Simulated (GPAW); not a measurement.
# Work function of TiSi2N4 monolayer at several levels, part 2 of 3

Wanted: work functions and dipole of TiSi2N4 monolayer, with the cost of each level. Where a layer proves gapped, the work function hangs on where the smearing puts the Fermi level, and the band edges take its place.

GPAW 26.7.0; GPAW, PAW setups; layer in a repeated cell with vacuum, relaxation of atoms and in-plane cell (the session's first sound run).

So far, upper work function (eV): step 3 (the slab's potential) 6.10.

**4. OptPBE vdW: xc = "optPBE-vdW"**

Level of this step: GPAW, PAW setups; slab in vacuum (GPAW).

The same geometry under optPBE-vdW, to see how far the functional moves the levels against the vacuum (the van der Waals functionals take revPBE setups).

The input, run.py:

```python
import json
import numpy as np
from ase import Atoms
from gpaw import GPAW, PW

slab = Atoms(
    ['N', 'Si', 'N', 'Ti', 'N', 'Si', 'N'],
    positions=[
        [0.00000, -0.00000, 7.00000],
        [0.00000, 1.67966, 7.53211],
        [0.00000, 1.67966, 9.29153],
        [0.00000, -0.00000, 10.47960],
        [0.00000, 1.67966, 11.66767],
        [0.00000, 1.67966, 13.42710],
        [0.00000, -0.00000, 13.95921]],
    cell=[[2.90927, 0.0, 0.0], [-1.45463, 2.5195, 0.0], [0.0, 0.0, 20.9592]],
    pbc=[True, True, False])

slab.calc = GPAW(mode=PW(500), xc='optPBE-vdW', kpts={'size': (12, 12, 1), 'gamma': True},
                 occupations={'name': 'fermi-dirac', 'width': 0.05}, nbands='200%',
                 convergence={'density': 1e-05}, maxiter=200,
                 poissonsolver={'dipolelayer': 'xy'},
                 symmetry={'tolerance': 1e-3}, txt='slab.txt')
result = {}
energy = slab.get_potential_energy()
fermi = slab.calc.get_fermi_level()
v = slab.calc.get_electrostatic_potential().mean((0, 1)) - fermi
n = slab.calc.get_pseudo_density().mean((0, 1))
L = slab.cell[2, 2]
z = np.arange(len(v)) * L / len(v)
low, high = slab.positions[:, 2].min(), slab.positions[:, 2].max()
below, above = np.interp([low - 4.8, high + 4.8], z, v)
slopes = [np.interp(x, z, np.gradient(v, z)) for x in (low - 4.8, high + 4.8)]
eps = np.array([[slab.calc.get_eigenvalues(k, s) for k in range(len(slab.calc.get_ibz_k_points()))]
                for s in range(slab.calc.get_number_of_spins())]) - fermi
top, bottom = eps[eps < 0].max(), eps[eps > 0].min()
dipole = slab.get_dipole_moment()[2]
print(f'energy {energy:.4f} eV, Fermi level {fermi:.4f} eV, dipole {dipole:.5f} e A')
print(f'potential 4.8 A off the faces, from the Fermi level: lower {below:.4f} eV, upper {above:.4f} eV')
print(f'slope of the potential there: lower {slopes[0]:.5f}, upper {slopes[1]:.5f} eV/A')
print(f'nearest levels on the mesh: {top:.4f} and {bottom:.4f} eV')
print('magnetic moment', round(slab.get_magnetic_moment(), 3))
result.update(energy=energy, fermi=fermi, dipole=dipole, below=below, above=above, slopes=slopes, edges=[top, bottom],
              z=z.tolist(), v=v.tolist(), n=n.tolist(), positions=slab.positions.tolist(),
              forces=slab.get_forces(apply_constraint=False).tolist(), moments=slab.get_magnetic_moments().tolist())
json.dump(result, open('result.json', 'w'))
```

Command:

```bash
> OMP_NUM_THREADS=1 OPENBLAS_NUM_THREADS=1 python run.py
```

The log of the run:

```text
energy -81.3151 eV, Fermi level 0.3297 eV, dipole 0.00008 e A
potential 4.8 A off the faces, from the Fermi level: lower 6.3397 eV, upper 6.3374 eV
slope of the potential there: lower -0.00155, upper 0.00155 eV/A
nearest levels on the mesh: -0.6454 and 0.7578 eV
magnetic moment 0.0
```

Elapsed: 53 s, on 1 thread of Intel Xeon Platinum 8488C (Sapphire Rapids), shared host; peak memory 0.39 GiB.

This step gave:

| Quantity | Value |
| --- | --- |
| dipole along the normal | 7.98e-5 e·Å |
| levels nearest the Fermi level on the mesh | -0.6454, 0.7578 eV from the Fermi level |
| upper work function | 6.337 eV |
| lower work function | 6.340 eV |
| upper ionisation energy | 6.983 eV |

The electrostatic potential energy of an electron (without an applied field's), less the Fermi level, planar mean oscillates, so the rows of the table below give means over windows of 1.12 Å about each position, cut where the curve ends. Its maxima inside the range that stand out by 2 % of the span (Å: eV): 8.6: 0.725, 9.7: -6.50, 11.2: -6.50, 12.4: 0.725. Its minima: 7.1: -22.3, 9.4: -11.8, 10.5: -20.5, 11.6: -11.8, 13.8: -22.3.

Table of electrostatic potential energy of an electron (without an applied field's), less the Fermi level, planar mean by z; means over each step:

```
z (Å)  electrostatic potential energy of an electron (without an applied field's), less the Fermi level, planar mean (eV)
 0.56                                                                                                                6.34
 1.68                                                                                                                6.34
 2.80                                                                                                                6.34
 3.92                                                                                                                6.33
 5.04                                                                                                                6.22
 6.16                                                                                                                2.19
 7.28                                                                                                               -18.7
 8.40                                                                                                               -3.28
 9.52                                                                                                               -8.67
10.64                                                                                                               -15.0
11.76                                                                                                               -6.28
12.88                                                                                                               -8.06
14.00                                                                                                               -14.7
15.12                                                                                                                4.85
16.24                                                                                                                6.29
17.36                                                                                                                6.33
18.48                                                                                                                6.34
19.60                                                                                                                6.34
20.72                                                                                                                6.34
```

Pseudo valence density, planar mean against z:

z (Å), pseudo valence density, planar mean (e/Å³) and a bar from the least value:
```
     0.00       0.00 
     0.56       0.00 
     1.12       0.00 
     1.68       0.00 
     2.25       0.00 
     2.81       0.00 
     3.37       0.00 
     3.93       0.00 
     4.49       0.00 
     5.05       0.00 
     5.61       0.02 #
     6.18       0.16 ###
     6.74       0.72 ###############
     7.30       0.79 #################
     7.86       0.31 ######
     8.42       0.26 #####
     8.98       0.59 #############
     9.54       0.74 ################
    10.11       1.01 #####################
    10.67       1.43 ##############################
    11.23       0.67 ##############
    11.79       0.71 ###############
    12.35       0.32 #######
    12.91       0.26 #####
    13.47       0.57 ############
    14.04       0.85 ##################
    14.60       0.28 ######
    15.16       0.04 #
    15.72       0.01 
    16.28       0.00 
    16.84       0.00 
    17.40       0.00 
    17.96       0.00 
    18.53       0.00 
    19.09       0.00 
    19.65       0.00 
    20.21       0.00 
    20.77       0.00
```

Force by atom:

```
atom  x (eV/Å)  y (eV/Å)  z (eV/Å)   size
  N1     0.000     0.000    -0.086  0.086
 Si2     0.000     0.000    -0.134  0.134
  N3     0.000     0.000    -0.039  0.039
 Ti4     0.000     0.000     0.000  0.000
  N5     0.000     0.000     0.039  0.039
 Si6     0.000     0.000     0.134  0.134
  N7     0.000     0.000     0.086  0.086
```

The highest filled level lies 0.645 eV under the Fermi level, so the ionisation energy from the upper face is 6.337 + 0.645 = 6.983 eV, against 6.739 eV in the base run.

**5. Self-consistent run: xc = "LDA"**

The same geometry under LDA, to see how far the functional moves the levels against the vacuum.

Changes to run.py since step 4:

```diff
@@ -18,3 +18,3 @@
 
-slab.calc = GPAW(mode=PW(500), xc='optPBE-vdW', kpts={'size': (12, 12, 1), 'gamma': True},
+slab.calc = GPAW(mode=PW(500), xc='LDA', kpts={'size': (12, 12, 1), 'gamma': True},
                  occupations={'name': 'fermi-dirac', 'width': 0.05}, nbands='200%',
```

The log of the run:

```text
energy -61.6458 eV, Fermi level 0.1189 eV, dipole 0.00008 e A
potential 4.8 A off the faces, from the Fermi level: lower 6.4788 eV, upper 6.4765 eV
slope of the potential there: lower -0.00157, upper 0.00157 eV/A
nearest levels on the mesh: -0.5712 and 0.6744 eV
magnetic moment 0.0
```

It took 39 s on 1 thread; peak memory 0.25 GiB.

This step gave:

```yaml
dipole_along_the_normal: 7.95e-5 e·Å
levels_nearest_the_fermi_level_on_the_mesh: -0.5712, 0.6744 eV from the Fermi level
upper_work_function: 6.477 eV
lower_work_function: 6.479 eV
upper_ionisation_energy: 7.048 eV
```

The highest filled level lies 0.571 eV under the Fermi level, so the ionisation energy from the upper face is 6.477 + 0.571 = 7.048 eV, against 6.739 eV in the base run.

**6. Self-consistent run: xc = "revPBE"**

The same geometry under revPBE, to see how far the functional moves the levels against the vacuum.

Changes to run.py since step 5:

```diff
@@ -18,3 +18,3 @@
 
-slab.calc = GPAW(mode=PW(500), xc='LDA', kpts={'size': (12, 12, 1), 'gamma': True},
+slab.calc = GPAW(mode=PW(500), xc='revPBE', kpts={'size': (12, 12, 1), 'gamma': True},
                  occupations={'name': 'fermi-dirac', 'width': 0.05}, nbands='200%',
```

The log of the run:

```text
energy -53.1904 eV, Fermi level 0.5992 eV, dipole 0.00008 e A
potential 4.8 A off the faces, from the Fermi level: lower 5.9675 eV, upper 5.9652 eV
slope of the potential there: lower -0.00150, upper 0.00150 eV/A
nearest levels on the mesh: -0.6539 and 0.7599 eV
magnetic moment 0.0
```

Elapsed: 41 s, on 1 thread; peak memory 0.24 GiB.

This step gave:

```
dipole along the normal                    : 7.97e-5 e·Å
levels nearest the Fermi level on the mesh : -0.6539, 0.7599 eV from the Fermi level
upper work function                        : 5.965 eV
lower work function                        : 5.967 eV
upper ionisation energy                    : 6.619 eV
```

The electrostatic potential energy of an electron (without an applied field's), less the Fermi level, planar mean oscillates, so the rows of the table below give means over windows of 1.12 Å about each position, cut where the curve ends. Its maxima inside the range that stand out by 2 % of the span (Å: eV): 8.6: 0.654, 9.7: -6.66, 11.2: -6.66, 12.4: 0.654. Its minima: 7.1: -22.4, 9.4: -12.0, 10.5: -20.7, 11.6: -12.0, 13.8: -22.5.

Electrostatic potential energy of an electron (without an applied field's), less the Fermi level, planar mean against z; means over each step:

z (Å), electrostatic potential energy of an electron (without an applied field's), less the Fermi level, planar mean (eV) and a bar from the least value:
```
     0.56        6.0 ##############################
     1.68        6.0 ##############################
     2.80        6.0 ##############################
     3.92        6.0 ##############################
     5.04        5.9 ##############################
     6.16        1.9 #########################
     7.28      -18.9 
     8.40       -3.3 ###################
     9.52       -8.8 ############
    10.64      -15.1 #####
    11.76       -6.4 ###############
    12.88       -8.1 #############
    14.00      -14.8 #####
    15.12        4.6 ############################
    16.24        5.9 ##############################
    17.36        6.0 ##############################
    18.48        6.0 ##############################
    19.60        6.0 ##############################
    20.72        6.0 ##############################
```

The highest filled level lies 0.654 eV under the Fermi level, so the ionisation energy from the upper face is 5.965 + 0.654 = 6.619 eV, against 6.739 eV in the base run.

**7. Self-consistent run: xc = "RPBE"**

The same geometry under RPBE, to see how far the functional moves the levels against the vacuum.

Changes to run.py since step 6:

```diff
@@ -18,3 +18,3 @@
 
-slab.calc = GPAW(mode=PW(500), xc='revPBE', kpts={'size': (12, 12, 1), 'gamma': True},
+slab.calc = GPAW(mode=PW(500), xc='RPBE', kpts={'size': (12, 12, 1), 'gamma': True},
                  occupations={'name': 'fermi-dirac', 'width': 0.05}, nbands='200%',
```

The log of the run:

```text
energy -52.7649 eV, Fermi level 0.6221 eV, dipole 0.00008 e A
potential 4.8 A off the faces, from the Fermi level: lower 5.9547 eV, upper 5.9524 eV
slope of the potential there: lower -0.00150, upper 0.00150 eV/A
nearest levels on the mesh: -0.6601 and 0.7667 eV
magnetic moment 0.0
```

Elapsed: 43 s, on 1 thread; peak memory 0.25 GiB.

Numbers from this step:

| Item | Value |
| --- | --- |
| levels nearest the Fermi level on the mesh | -0.6601, 0.7667 eV from the Fermi level |
| upper work function | 5.952 eV |
| lower work function | 5.955 eV |
| upper ionisation energy | 6.612 eV |

The highest filled level lies 0.660 eV under the Fermi level, so the ionisation energy from the upper face is 5.952 + 0.660 = 6.612 eV, against 6.739 eV in the base run.

**8. Self-consistent run: xc = "vdW-DF2"**

The same geometry under vdW-DF2, to see how far the functional moves the levels against the vacuum (the van der Waals functionals take revPBE setups).

Changes to run.py since step 7:

```diff
@@ -18,3 +18,3 @@
 
-slab.calc = GPAW(mode=PW(500), xc='RPBE', kpts={'size': (12, 12, 1), 'gamma': True},
+slab.calc = GPAW(mode=PW(500), xc='vdW-DF2', kpts={'size': (12, 12, 1), 'gamma': True},
                  occupations={'name': 'fermi-dirac', 'width': 0.05}, nbands='200%',
```

The log of the run:

```text
energy -178.0470 eV, Fermi level 0.2447 eV, dipole 0.00008 e A
potential 4.8 A off the faces, from the Fermi level: lower 6.5298 eV, upper 6.5275 eV
slope of the potential there: lower -0.00166, upper 0.00166 eV/A
nearest levels on the mesh: -0.6498 and 0.7738 eV
magnetic moment 0.0
```

It took 54 s on 1 thread; peak memory 0.4 GiB.

Numbers from this step:

```yaml
dipole_along_the_normal: 8.00e-5 e·Å
levels_nearest_the_fermi_level_on_the_mesh: -0.6498, 0.7738 eV from the Fermi level
upper_work_function: 6.527 eV
lower_work_function: 6.530 eV
upper_ionisation_energy: 7.177 eV
```

The highest filled level lies 0.650 eV under the Fermi level, so the ionisation energy from the upper face is 6.527 + 0.650 = 7.177 eV, against 6.739 eV in the base run.

**9. Real-space grid: mode = "fd"**

A real-space grid is a second complete basis, so it checks the plane-wave result.

Changes to run.py since step 8:

```diff
@@ -3,3 +3,3 @@
 from ase import Atoms
-from gpaw import GPAW, PW
+from gpaw import GPAW
 
@@ -18,3 +18,3 @@
 
-slab.calc = GPAW(mode=PW(500), xc='vdW-DF2', kpts={'size': (12, 12, 1), 'gamma': True},
+slab.calc = GPAW(mode='fd', h=0.18, xc='PBE', kpts={'size': (12, 12, 1), 'gamma': True},
                  occupations={'name': 'fermi-dirac', 'width': 0.05}, nbands='200%',
```

The log of the run:

```text
energy -58.6084 eV, Fermi level -6.1606 eV, dipole 0.00010 e A
potential 4.8 A off the faces, from the Fermi level: lower 6.1617 eV, upper 6.1594 eV
slope of the potential there: lower -0.00002, upper 0.00002 eV/A
nearest levels on the mesh: -0.6223 and 0.7329 eV
magnetic moment 0.0
```

It took 1.8 min on 1 thread; peak memory 0.45 GiB.

This step gave:

```
dipole along the normal                    : 1.01e-4 e·Å
levels nearest the Fermi level on the mesh : -0.6223, 0.7329 eV from the Fermi level
upper work function                        : 6.159 eV
lower work function                        : 6.162 eV
upper ionisation energy                    : 6.782 eV
```

The electrostatic potential energy of an electron (without an applied field's), less the Fermi level, planar mean oscillates, so the rows of the table below give means over windows of 1.08 Å about each position, cut where the curve ends. Its maxima inside the range that stand out by 2 % of the span (Å: eV): 8.7: 0.753, 9.8: -6.58, 11.2: -6.58, 12.3: 0.753. Its minima: 7.1: -22.2, 9.3: -12.0, 10.5: -20.5, 11.7: -12.0, 13.8: -22.2.

Electrostatic potential energy of an electron (without an applied field's), less the Fermi level, planar mean against z; means over each step:

```
z (Å)  electrostatic potential energy of an electron (without an applied field's), less the Fermi level, planar mean (eV)
 0.54                                                                                                                6.16
 1.62                                                                                                                6.16
 2.70                                                                                                                6.16
 3.78                                                                                                                6.16
 4.86                                                                                                                6.11
 5.94                                                                                                                4.27
 7.02                                                                                                               -15.9
 8.10                                                                                                               -7.53
 9.18                                                                                                               -6.23
10.26                                                                                                               -14.8
11.34                                                                                                               -9.43
12.42                                                                                                               -2.24
13.50                                                                                                               -18.5
14.58                                                                                                               -1.51
15.66                                                                                                                5.93
16.74                                                                                                                6.15
17.82                                                                                                                6.16
18.90                                                                                                                6.16
19.98                                                                                                                6.16
```

The highest filled level lies 0.622 eV under the Fermi level, so the ionisation energy from the upper face is 6.159 + 0.622 = 6.782 eV, against 6.739 eV in the base run.

**10. Atomic orbitals: mode = "lcao"**

Atom-centred orbitals end a few angstrom from the surface, which tests how much the density's tail matters.

Changes to run.py since step 9:

```diff
@@ -18,4 +18,4 @@
 
-slab.calc = GPAW(mode='fd', h=0.18, xc='PBE', kpts={'size': (12, 12, 1), 'gamma': True},
-                 occupations={'name': 'fermi-dirac', 'width': 0.05}, nbands='200%',
+slab.calc = GPAW(mode='lcao', basis='dzp', h=0.18, xc='PBE', kpts={'size': (12, 12, 1), 'gamma': True},
+                 occupations={'name': 'fermi-dirac', 'width': 0.05}, nbands='120%',
                  convergence={'density': 1e-05}, maxiter=200,
```

The log of the run:

```text
energy -54.0056 eV, Fermi level -6.0650 eV, dipole 0.00010 e A
potential 4.8 A off the faces, from the Fermi level: lower 6.0662 eV, upper 6.0639 eV
slope of the potential there: lower -0.00000, upper -0.00000 eV/A
nearest levels on the mesh: -0.6142 and 0.7165 eV
magnetic moment 0.0
```

It took 3.3 min on 1 thread; peak memory 0.27 GiB.

Numbers from this step:

```
levels nearest the Fermi level on the mesh : -0.6142, 0.7165 eV from the Fermi level
upper work function                        : 6.064 eV
lower work function                        : 6.066 eV
upper ionisation energy                    : 6.678 eV
```

The highest filled level lies 0.614 eV under the Fermi level, so the ionisation energy from the upper face is 6.064 + 0.614 = 6.678 eV, against 6.739 eV in the base run.

[end of part 2 of 3]

[Logs are printed without paths, hosts, clocks, repeated set-up lines and the standing remarks that a program may print on its own settings, such as how far it seeks lower states.]

[Hosts, paths, dates, database ids (printed as entryN), source tags and the programs' standing remarks are cut or masked in the printed files.]
